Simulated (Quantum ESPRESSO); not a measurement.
# SiC, zinc blende: band edges under a change of volume

How fast do the gaps move when the cell is scaled evenly? The geometries come from a scalar-relativistic relaxation.

Calculated with Quantum ESPRESSO 7.5, PBE+SOC, PseudoDojo fr-pbe-0.4 fully relativistic norm-conserving potentials, cutoff 1170 eV, Fermi–Dirac smearing 0.02 eV, k-mesh 11×11×11, no spin polarisation.

Reference cell, relaxed at zero pressure with PBE (F-43m): a = 3.0970 Å, b = 3.0970 Å, c = 3.0970 Å, α = 60.00°, β = 60.00°, γ = 60.00°.

```
atom       x       y       z
  Si  0.0000  0.0000  0.0000
   C  0.7500  0.7500  0.7500
```

Levels are read on the k-mesh and along lines from Γ to X = (0.5, 0, 0.5), L = (0.5, 0.5, 0.5), K = (0.375, 0.375, 0.75) and W = (0.5, 0.25, 0.75) in the reciprocal basis of this cell (the letters only name these points), and count from the highest filled level.

| ln(V/V0) | gap (eV) | direct gap at Γ (eV) | lowest empty at X (eV) |
| --- | --- | --- | --- |
| −0.0619 | 1.314 | 6.773 | 1.314 |
| −0.0202 | 1.353 | 6.282 | 1.353 |
| 0.0000 | 1.371 | 6.045 | 1.371 |
| 0.0198 | 1.388 | 5.815 | 1.388 |
| 0.0392 | 1.404 | 5.589 | 1.404 |
| 0.0583 | 1.420 | 5.369 | 1.420 |

**Question.** Fit the direct gap at Γ and give it at ln(V/V0) = −0.0408, a row left out above.

A straight line through the 6 rows: the means are 0.005867 for ln(V/V0) and 5.9788 for the level, Σ(Δx)² = 0.009361 and ΣΔxΔy = −0.1094, so the slope is −0.1094/0.009361 = −11.683 and the intercept 5.9788 − (−11.683)(0.005867) = 6.0474.

The slope is the volume deformation potential of this gap, −11.68 eV, as a mean over the range. The line gives 6.524 eV. The run itself gives 6.525 eV, so the estimate misses by 0.001 eV, a rounding's worth.

The gap lies below the direct one at Γ in every row. Semilocal functionals give gaps that are too small, and the error differs from valley to valley, so the order of close valleys can be wrong too.

[Logs are printed without paths, hosts, clocks, repeated set-up lines and the standing remarks that a program may print on its own settings, such as how far it seeks lower states.]
